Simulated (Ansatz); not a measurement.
# Li on Ag(111): change of the work function, part 2 of 3

Aim: the work function of Ag(111) at several coverages of Li (fcc site), and the dipole that each adsorbate carries.

Ansatz 0.2.0; plane-wave DFT, PBE, Ansatz PAW.

So far, work function, upper face (eV): step 2 (the clean slab) 4.47.

**3. Adsorbate added, k-mesh 6×6×1, coverage 0.25 ML**

System of this step: Li/Ag(111). The cell holds 17 atoms: 16 Ag and 1 Li. Cell: a = 5.784 Å, b = 5.784 Å, c = 27.424 Å, α = 90.0°, β = 90.0°, γ = 60.0°. Vacuum lies along c.

The clean slab as it ended is repeated in the plane and the adsorbate is set on one face; the cell's size fixes the coverage, and the k-mesh shrinks with it to keep the sampling density about even. Adsorbate and upper layers relax, since the dipole depends on the height.

input.yaml reads:

```yaml
crystal:
  lattice:
    - [5.7841334702, 1.0e-10, 0.0]
    - [2.892066735, 5.0092065241, 0.0]
    - [0.0, 0.0, 27.423710037]
  atoms:
    - { symbol: Ag, position: [0.0, 0.0, 0.3281831666] }
    - { symbol: Ag, position: [0.1666666667, 0.1666666667, 0.4142897728] }
    - { symbol: Ag, position: [0.3333333333, 0.3333333333, 0.5013925181] }
    - { symbol: Ag, position: [0.0, 0.0, 0.5893163705] }
    - { symbol: Ag, position: [0.0, 0.5, 0.3281831666] }
    - { symbol: Ag, position: [0.1666666667, 0.6666666667, 0.4142897728] }
    - { symbol: Ag, position: [0.3333333333, 0.8333333333, 0.5013925181] }
    - { symbol: Ag, position: [0.0, 0.5, 0.5893163705] }
    - { symbol: Ag, position: [0.5, 0.0, 0.3281831666] }
    - { symbol: Ag, position: [0.6666666667, 0.1666666667, 0.4142897728] }
    - { symbol: Ag, position: [0.8333333333, 0.3333333333, 0.5013925181] }
    - { symbol: Ag, position: [0.5, 0.0, 0.5893163705] }
    - { symbol: Ag, position: [0.5, 0.5, 0.3281831666] }
    - { symbol: Ag, position: [0.6666666667, 0.6666666667, 0.4142897728] }
    - { symbol: Ag, position: [0.8333333333, 0.8333333333, 0.5013925181] }
    - { symbol: Ag, position: [0.5, 0.5, 0.5893163705] }
    - { symbol: Li, position: [0.1666666667, 0.1666666667, 0.6718168334] }
kpoints:
  mp_grid: { grid: [6, 6, 1] }
hamiltonian:
  xc: pbe
scf:
  occupations: { method: fermi_dirac, width: 0.1 }
  convergence: { dr2_threshold: 1.0e-08 }
efield:
  axis: 3
  dipole_correction: true
  ramp_position: 0.97
  ramp_width: 0.06
relax:
  f_tol: 0.02
  max_steps: 60
  constraints: [{ sites: [0, 1, 4, 5, 8, 9, 12, 13] }]
output:
  dos: { projected: true, e_range: [-8, 4] }
  write_potential: true
  write_density: true
  volumetric_format: npy
  elf: true
```

Launch:

```bash
$ ansatz run input.yaml --threads 4 --pin off --max-ram 6144MiB --backend cpu --events-out ev --progress --plain --runs-dir out
```

Numbers of over 12 decimals in the logs are rounded to 6 here.

The program printed:

```text
[...]
Crystal: 17 atoms, lattice volume = 794.572 Å³
Basis set: ecut = 420 eV, 15595 PW (Γ), exchange–correlation on 80×80×384 points (8 copies of the dense FFT grid, shifted against one another)
Bands: 185, of which v1, the nominal top of the filled ones, is band 154 counted from 1 (153 counted from 0)
Symmetry: 6 space group operations
[...]
k-points: 7 of 36 (time reversal used)
[...]
SCF iter   1: F=—  HF=-121651.055829 eV  |F-HF|=—  |Δ(HF+E_count)|=         —  Δρ=1.51e-3  dr2=2.36e-1  ethr=1.77e-3  p=0.439 e·Å  D=1.00e-1 V/Å  ΔV_dip=-2.74 eV  dr2_dipole=1.39e-1  V_vac-E_F(+/−)=1.66/4.41 eV  ⟨swp⟩=6.7  Hψ=5086  notcnv=0  defer=65
[...]
SCF iter  10: F=-121651.047457 eV  HF=-121651.047457 eV  |F-HF|=2.54e-8  |Δ(HF+E_count)|=   4.08e-8  Δρ=8.95e-7  dr2=8.11e-9  ethr=3.26e-12  p=0.383 e·Å  D=8.72e-2 V/Å  ΔV_dip=-2.39 eV  dr2_dipole=4.22e-10  V_vac-E_F(+/−)=2.01/4.40 eV  ⟨swp⟩=15.9  Hψ=8905  notcnv=0
SCF 1 converged in 10 iterations: F = -121651.047457 eV  dr2 = 8.11e-9
[...]
relax step   1: F+E_penalty+E_count = -121651.04745674 eV  Δ(F+E_penalty+E_count) = +0.000e0 eV  max|allowed force component| = 4.586e-1 eV/Å  Δτ_max = 0.0000 Å  (10 SCF iters, accepted)
[...]
SCF iter   1: F=—  HF=-121651.113519 eV  |F-HF|=—  |Δ(HF+E_count)|=         —  Δρ=1.51e-3  dr2=6.74e-2  ethr=9.41e-6  p=0.383 e·Å  D=8.72e-2 V/Å  ΔV_dip=-2.39 eV  dr2_dipole=2.34e-2  V_vac-E_F(+/−)=2.03/4.42 eV  ⟨swp⟩=2.0  Hψ=4196  notcnv=0  defer=109
[...]
eigensolver tolerance schedule calibrated: the retry pair's looser diagonalisation under-reported the residual by θ = 0.57 (0.23/decade); ethr = c·dr2/N_el runs at the constant in force after the calibration composes with the one it found (an armed cap, an earlier calibration), c = 1.9e-2
[...]
SCF iter   2: F=—  HF=-121651.116495 eV  |F-HF|=—  |Δ(HF+E_count)|=   2.98e-3  Δρ=1.27e-3  dr2=2.41e-2  ethr=4.26e-6  p=0.368 e·Å  D=8.37e-2 V/Å  ΔV_dip=-2.30 eV  dr2_dipole=3.12e-3  V_vac-E_F(+/−)=2.11/4.40 eV  ⟨swp⟩=3.0  Hψ=3006  notcnv=0  defer=109
[...]
SCF iter  10: F=-121651.112548 eV  HF=-121651.112548 eV  |F-HF|=5.60e-9  |Δ(HF+E_count)|=   4.47e-9  Δρ=2.53e-7  dr2=5.26e-10  ethr=1.00e-12  p=0.353 e·Å  D=8.04e-2 V/Å  ΔV_dip=-2.21 eV  dr2_dipole=1.86e-11  V_vac-E_F(+/−)=2.19/4.40 eV  ⟨swp⟩=8.3  Hψ=7118  notcnv=0
SCF 2 converged in 10 iterations: F = -121651.112548 eV  dr2 = 5.26e-10
relax step   2: F+E_penalty+E_count = -121651.11254800 eV  Δ(F+E_penalty+E_count) = -6.509e-2 eV  max|allowed force component| = 6.216e-2 eV/Å  Δτ_max = 0.1945 Å  (10 SCF iters, accepted)
SCF iter   1: F=—  HF=-121651.116279 eV  |F-HF|=—  |Δ(HF+E_count)|=         —  Δρ=7.40e-4  dr2=4.63e-3  ethr=2.48e-5  p=0.353 e·Å  D=8.04e-2 V/Å  ΔV_dip=-2.21 eV  dr2_dipole=1.12e-4  V_vac-E_F(+/−)=2.19/4.39 eV  ⟨swp⟩=3.0  Hψ=2386  notcnv=0  defer=118
[...]
SCF iter  10: F=-121651.115695 eV  HF=-121651.115695 eV  |F-HF|=1.47e-9  |Δ(HF+E_count)|=   1.50e-9  Δρ=2.84e-7  dr2=2.23e-9  ethr=3.26e-12  p=0.348 e·Å  D=7.93e-2 V/Å  ΔV_dip=-2.18 eV  dr2_dipole=7.16e-10  V_vac-E_F(+/−)=2.22/4.39 eV  ⟨swp⟩=12.0  Hψ=8159  notcnv=0
SCF 3 converged in 10 iterations: F = -121651.115695 eV  dr2 = 2.23e-9
relax step   3: F+E_penalty+E_count = -121651.11569506 eV  Δ(F+E_penalty+E_count) = -3.147e-3 eV  max|allowed force component| = 2.682e-2 eV/Å  Δτ_max = 0.0391 Å  (10 SCF iters, accepted)
SCF iter   1: F=—  HF=-121651.115600 eV  |F-HF|=—  |Δ(HF+E_count)|=         —  Δρ=2.59e-4  dr2=5.66e-4  ethr=2.10e-6  p=0.348 e·Å  D=7.93e-2 V/Å  ΔV_dip=-2.18 eV  dr2_dipole=3.44e-6  V_vac-E_F(+/−)=2.22/4.39 eV  ⟨swp⟩=3.0  Hψ=2393  notcnv=0  defer=118
[...]
SCF iter   7: F=-121651.116124 eV  HF=-121651.116124 eV  |F-HF|=2.14e-8  |Δ(HF+E_count)|=   1.06e-9  Δρ=8.02e-7  dr2=9.38e-9  ethr=3.26e-12  p=0.349 e·Å  D=7.94e-2 V/Å  ΔV_dip=-2.18 eV  dr2_dipole=1.62e-12  V_vac-E_F(+/−)=2.22/4.39 eV  ⟨swp⟩=10.1  Hψ=9016  notcnv=0
SCF 4 converged in 7 iterations: F = -121651.116124 eV  dr2 = 9.38e-9
relax step   4: F+E_penalty+E_count = -121651.11612356 eV  Δ(F+E_penalty+E_count) = -4.285e-4 eV  max|allowed force component| = 3.417e-3 eV/Å  Δτ_max = 0.0243 Å  (7 SCF iters, accepted)
NSCF: frozen V_eff on 7 k-points
[...]
WARN: The output density's exchange-correlation potential varies sharply where the density is thin. Do not read a vacuum level from v_tot or v_xc, or from such a field of the output density. On a cell that repeats whose density bears no net charge and no dipole along the vacuum's axis use v_es (v_loc + v_h of the components); under efield.dipole_correction with no amplitude use v_es + v_field, which holds any externa [...]
SCF converged after 7 iterations
Free energy (F): -121651.116124 eV
[...]
Internal energy: -121650.893501 eV  (E = F + TS)
E sigma→0 (E₀):  -121651.004812 eV
Entropy (-TS):   -0.222622 eV (-13.095 meV/atom)
Fermi energy:    3.958598 eV
Dipole field:    D = 0.079425 V/Å  (p = 0.348763 e·Å, saw-weighted, corrected)
Work function:   Φ+ = 2.2155 eV   Φ− = 4.3936 eV
[...]
--- Forces (eV/Å), atoms counted from 1 ---
  atom   1  Ag    -0.00407142    -0.00235063    -0.13952150
  atom   2  Ag     0.00000000     0.00000000     0.18013772
  atom   3  Ag    -0.00059700    -0.00034468     0.00341662
  atom   4  Ag    -0.00118945    -0.00068673    -0.00043015
  atom   5  Ag    -0.00000000     0.00470127    -0.13952150
  atom   6  Ag     0.01798372    -0.01038291     0.12633916
  atom   7  Ag    -0.00000000     0.00068935     0.00341662
  atom   8  Ag    -0.00000000     0.00137346    -0.00043015
  atom   9  Ag     0.00407142    -0.00235063    -0.13952150
  atom  10  Ag    -0.00000000     0.02076581     0.12633916
  atom  11  Ag     0.00059700    -0.00034468     0.00341662
  atom  12  Ag     0.00118945    -0.00068673    -0.00043015
  atom  13  Ag     0.00000000     0.00000000    -0.14643795
  atom  14  Ag    -0.01798372    -0.01038291     0.12633916
  atom  15  Ag    -0.00000000    -0.00000000     0.00068387
  atom  16  Ag    -0.00000000    -0.00000000    -0.00312799
  atom  17  Li    -0.00000000    -0.00000000    -0.00074404
  max |Σ_I F_I| component: 7.60e-5 eV/Å
--- Band table (eV; the first three rows and the last of 7) ---
  k-point 0: bands = [... 150 lower, 3.9962, 4.0163, 4.0163, 4.6838, 4.7627, 4.7627, 5.1323, 5.2295, ... 27 higher]
  k-point 1: bands = [... 150 lower, 3.2663, 3.8155, 3.8241, 4.1136, 4.4123, 4.4521, 4.5894, 5.3443, ... 27 higher]
  k-point 2: bands = [... 150 lower, 3.2464, 3.3784, 3.6503, 3.6513, 4.2811, 4.2962, 4.9429, 5.3193, ... 27 higher]
  k-point 6: bands = [... 150 lower, 1.4214, 2.7625, 2.8170, 2.8326, 4.7499, 4.7652, 4.8573, 6.0683, ... 27 higher]
--- Relaxed structure (4 steps of the walk, 4 accepted, 0 SCFs on fresh bases) ---
  F+E_penalty+E_count = -121651.11612356 eV   max|allowed force component| = 3.417e-3 eV/Å
  atoms:
[...]
- { symbol: Ag, position: [0.166667, 0.166667, 0.4142897728] }
    - { symbol: Ag, position: [0.334173, 0.334173, 0.501738] }
    - { symbol: Ag, position: [-0.00128704, -0.00128704, 0.589181] }
    - { symbol: Ag, position: [2.7755575615628914e-17, 0.500000, 0.3281831666] }
    - { symbol: Ag, position: [0.166667, 0.666667, 0.4142897728] }
    - { symbol: Ag, position: [0.334173, 0.831654, 0.501738] }
    - { symbol: Ag, position: [-0.00128704, 0.502574, 0.589181] }
    - { symbol: Ag, position: [0.5, -1.7959490104895715e-17, 0.3281831666] }
    - { symbol: Ag, position: [0.666667, 0.166667, 0.4142897728] }
    - { symbol: Ag, position: [0.831654, 0.334173, 0.501738] }
    - { symbol: Ag, position: [0.502574, -0.00128704, 0.589181] }
    - { symbol: Ag, position: [0.5, 0.500000, 0.3281831666] }
    - { symbol: Ag, position: [0.666667, 0.666667, 0.4142897728] }
    - { symbol: Ag, position: [0.833333, 0.833333, 0.500831] }
    - { symbol: Ag, position: [0.5, 0.500000, 0.594649] }
    - { symbol: Li, position: [0.166667, 0.166667, 0.663698] }
```

Elapsed: 1.8 min, on 4 threads of Arm Neoverse V2, shared host; peak memory 3.4 GiB.

The steps of the relaxation:

| step | energy less that of the first step (eV) | largest force component (eV/Å) |
| --- | --- | --- |
| 1 | 0.0000 | 0.4586 |
| 2 | -0.0651 | 0.0622 |
| 3 | -0.0682 | 0.0268 |
| 4 | -0.0687 | 0.0034 |

Forces are held to the 6 operations that the run works with; a distortion that breaks them can't arise in this run.

The atoms that moved most (Å):

| atom | dx | dy | dz | length |
| --- | --- | --- | --- | --- |
| Li17 | 0.000 | 0.000 | -0.223 | 0.223 |
| Ag16 | 0.000 | 0.000 | 0.146 | 0.146 |
| Ag15 | 0.000 | 0.000 | -0.015 | 0.015 |
| Ag4 | -0.011 | -0.006 | -0.004 | 0.013 |
| Ag12 | 0.011 | -0.006 | -0.004 | 0.013 |
| Ag8 | 0.000 | 0.013 | -0.004 | 0.013 |
| Ag11 | -0.007 | 0.004 | 0.009 | 0.013 |
| Ag7 | 0.000 | -0.008 | 0.009 | 0.013 |

The relaxed structure:

```xyz
17
Lattice="5.7841 0.0000 0.0000 2.8921 5.0092 0.0000 0.0000 0.0000 27.4237" Properties=species:S:1:pos:R:3
Ag    0.0000    0.0000    9.0000
Ag    1.4460    0.8349   11.3614
Ag    2.8994    1.6739   13.7595
Ag   -0.0112   -0.0064   16.1575
Ag    1.4460    2.5046    9.0000
Ag    2.8921    3.3395   11.3614
Ag    4.3381    4.1659   13.7595
Ag    1.4460    2.5175   16.1575
Ag    2.8921    0.0000    9.0000
Ag    4.3381    0.8349   11.3614
Ag    5.7768    1.6739   13.7595
Ag    2.9032   -0.0064   16.1575
Ag    4.3381    2.5046    9.0000
Ag    5.7841    3.3395   11.3614
Ag    7.2302    4.1743   13.7346
Ag    4.3381    2.5046   16.3075
Li    1.4460    0.8349   18.2011
```

Numbers from this step:

* energy at zero smearing: -121651.0048 eV
* work function, upper face: 2.215 eV
* work function, lower face: 4.394 eV
* dipole along the normal: 0.3488 e·Å
* step between the vacuum levels: -2.178 eV

Running mean over 2.361 Å of the planar mean; the ramp of the sawtooth is left out. Electron's electrostatic potential energy less the Fermi level against z:

z (Å), electron's electrostatic potential energy less the Fermi level (eV) and a bar from the least value:
```
      3.5       4.39 ##############################
      4.0       4.39 ##############################
      4.5       4.39 ##############################
      5.0       4.39 ##############################
      5.5       4.37 ##############################
      6.0       4.32 ##############################
      6.5       4.13 #############################
      7.0       3.44 ###########################
      7.5       1.15 #####################
      8.0      -2.30 ###########
      8.5      -4.97 ###
      9.0      -5.89 #
      9.5      -6.03 
     10.0      -6.06 
     10.5      -6.07 
     11.0      -6.08 
     11.5      -6.04 
     12.0      -5.92 
     12.5      -5.82 #
     13.0      -5.86 #
     13.5      -5.97 
     14.0      -5.93 
     14.5      -5.66 #
     15.0      -5.50 ##
     15.5      -5.66 #
     16.0      -5.91 
     16.5      -5.68 #
     17.0      -4.23 #####
     17.5      -1.52 #############
     18.0       0.84 ####################
     18.5       1.58 ######################
     19.0       1.65 ######################
     19.5       1.87 #######################
     20.0       2.08 #######################
     20.5       2.15 ########################
     21.0       2.19 ########################
     21.5       2.20 ########################
     22.0       2.21 ########################
     22.5       2.21 ########################
     23.0       2.21 ########################
     23.5       2.22 ########################
     24.0       2.22 ########################
```

The density of states has structure finer than the step of the table below, so its rows give means over 0.25 eV, whole bins alone (the curve runs from -8 to 1.98 eV). Peaks (eV: height): -5.080: 77.1, -4.630: 100, -4.570: 90.9, -4.420: 73.1, -3.880: 87.4, -3.100: 85.9, -2.980: 85.5.

Table of density of states by energy, zero at the Fermi level; means over each step:

| energy (eV) | density of states (states/eV a cell) |
| --- | --- |
| -7.50 | 0 |
| -7.25 | 0.805 |
| -7.00 | 1.12 |
| -6.75 | 1.32 |
| -6.50 | 2.14 |
| -6.25 | 6.76 |
| -6.00 | 31.3 |
| -5.75 | 53.1 |
| -5.50 | 41.5 |
| -5.25 | 37.1 |
| -5.00 | 42.6 |
| -4.75 | 53.2 |
| -4.50 | 69.5 |
| -4.25 | 47.5 |
| -4.00 | 53.4 |
| -3.75 | 54.5 |
| -3.50 | 58.0 |
| -3.25 | 48.9 |
| -3.00 | 57.4 |
| -2.75 | 7.07 |
| -2.50 | 3.53 |
| -2.25 | 2.58 |
| -2.00 | 5.50 |
| -1.75 | 3.64 |
| -1.50 | 2.95 |
| -1.25 | 4.12 |
| -1.00 | 5.42 |
| -0.75 | 4.75 |
| -0.50 | 3.96 |
| -0.25 | 3.32 |
| 0.00 | 6.86 |
| 0.25 | 7.81 |
| 0.50 | 5.37 |
| 0.75 | 4.59 |
| 1.00 | 3.90 |
| 1.25 | 3.86 |
| 1.50 | 10.3 |
| 1.75 | 7.03 |

Projected DOS per atom over height of the atomic layer and energy from the Fermi level. Layers: Ag4 Ag4 Ag4 Ag4 Li from below.

Values in states/eV, 22 rows by 5 columns, each cell a mean:
```
0.19 0.16 0.17 0.19 0.89
0.13 0.18 0.19 0.13 0.46
0.16 0.18 0.15 0.12 0.42
0.27 0.19 0.18 0.28 0.25
0.27 0.25 0.26 0.22 0.34
0.17 0.21 0.21 0.16 0.19
0.32 0.21 0.22 0.31 0.22
0.22 0.19 0.18 0.22 0.19
0.25 0.27 0.31 0.25 0.11
0.17 0.14 0.14 0.19 0.05
1.18 1.39 1.41 0.79 0.08
3.60 3.62 3.54 2.98 0.05
4.00 2.60 3.13 4.01 0.05
3.78 2.27 2.55 4.03 0.07
3.74 3.92 3.61 3.92 0.04
2.12 2.20 2.45 2.58 0.02
2.74 3.01 2.91 3.01 0.02
1.41 3.26 2.72 1.35 0.02
0.12 0.31 0.25 0.14 0.01
0.04 0.13 0.11 0.03 0.00
0.02 0.05 0.05 0.01 0.00
0.00 0.00 0.00 0.00 0.00
```
Columns: height of the atomic layer (Å) from 9 to 18.2 (not evenly spaced); rows upwards: energy from the Fermi level (eV) from -7.96 to 1.95.

Valence density in the ca plane at fractional y = 0.167, with atoms of Ag and Li within 0.2 Å of it. It is the smooth field of the valence electrons, not physical close to the nuclei.

Ten steps, logarithmic in the rise over the least value, from '0' (0 e/Å³) to '9' (18 e/Å³), each cell a mean:
```
43111111111344211234321000000000000000000000
42111121111344311234321000000000000000000000
22112443211233211123210000000000000000000000
11125787421111111111110000000000000000000000
11136998521111100111100000000000000000000000
11126898521111100111110000000000000000000000
21124665311122111122210000000000000000000000
32111232111233211234321000000000000000000000
43111111111344311244321000000000000000000000
32111232111233211233321000000000000000000000
21124665311122111122211011000000000000000000
11126898521111100111111266200000000000000000
11136998521111100111111377300000000000000000
11125787411111111111111144100000000000000000
32112443211232211123211000000000000000000000
```
Columns run along c (16.0 Å, from fractional 0.34 to 0.92 of the cell), rows up along a (5.8 Å). Atoms in or near the plane, at fractional coordinates: Ag at (0.41, 0.17), Ag at (0.41, 0.67), Li at (0.66, 0.17).

ELF in the ca plane at fractional y = 0.167, with atoms of Ag and Li within 0.2 Å of it. It is the smooth field of the valence electrons, not physical close to the nuclei.

Ten even steps from '0' (0.00) to '9' (0.99), each cell a mean:
```
32111111111233211233322321111100000000000000
32111111111233211233322233221000000000000000
21112332211222111122212222211000000000000000
11123565311111111111111111110000000000000000
11124786421111111111111111100000000000000000
11124676311111111111111111100000000000000000
21113444211121111112111222110000000000000000
22111222111232211123222222211000000000000000
32111111111233211233322332221100000000000000
22111222111232211122222210000000000000000000
11113454211121111112222012000000000000000000
11124676311111111112221179500000000000000000
11124786421111111112231299700000000000000000
11123565311111111111222046200000000000000000
21112332111122111122222100000000000000000000
```
Columns run along c (16.0 Å, from fractional 0.34 to 0.92 of the cell), rows up along a (5.8 Å). Atoms in or near the plane, at fractional coordinates: Ag at (0.41, 0.17), Ag at (0.41, 0.67), Li at (0.66, 0.17).

Electrostatic potential energy in the ca plane at fractional y = 0.167, with atoms of Ag and Li within 0.2 Å of it. With pseudopotentials it is smooth inside the atoms' cores, unlike the true potential.

Ten even steps from '0' (-27 eV) to '9' (7 eV), each cell a mean:
```
46899888998644689754589999999999999999999999
46899888998644689754589999999999999999999999
68987435899766899876789999999999999999999999
89973000489988999998999999999999999999999999
99961000279999999999999999999999999999999999
99972000389999999999999999999999999999999999
78985213689878899987899999999999999999999999
57898767898755789865689999999999999999999999
46899889998634688753589999999999999999999999
57898767898755789865689988899999999999999999
88985212689878899988898755788999999999999999
99971000389999999999998510478999999999999999
99961000279999999999998400378999999999999999
89973000489988999998998632588999999999999999
68987435899867899876789877889999999999999999
```
Columns run along c (16.0 Å, from fractional 0.34 to 0.92 of the cell; values clipped at the 3rd and 97th percentile), rows up along a (5.8 Å). Atoms in or near the plane, at fractional coordinates: Ag at (0.41, 0.17), Ag at (0.41, 0.67), Li at (0.66, 0.17).

The relaxation took 4 steps and lowered the energy by 0.069 eV; the largest force on the free atoms ends at 0.0034 eV/Å.

By hand: a sheet of dipoles makes a step −p/(ε₀A) in the electron's potential. With e/ε₀ = 180.95 V·Å, p = 0.3488 e·Å and A = 28.97 Å², that is −180.95 × (0.3488) / 28.97 = -2.178 eV, and the two vacuum levels of the run differ by -2.178 eV.

The covered face has 2.22 eV, -2.25 eV against the clean one; the bare back face has moved by -0.06 eV, a measure of how thin the slab is.

[end of part 2 of 3]

[Logs are printed without paths, hosts, clocks, repeated set-up lines and the standing remarks that a program may print on its own settings, such as how far it seeks lower states.]

[Hosts, paths, dates, database ids (printed as entryN), source tags and the programs' standing remarks are cut or masked in the printed files.]

[Maps of the electrostatic potential energy from Ansatz leave out the sawtooth potential of an applied field or a dipole correction, so their vacuum need not be flat; planar profiles and work functions include it.]

[The density of states shown here was stored with 400 of the rows of the run's finer table, so its peaks can read low, often by over a quarter, or be missed, and its means over a window can be off by a tenth or more.]
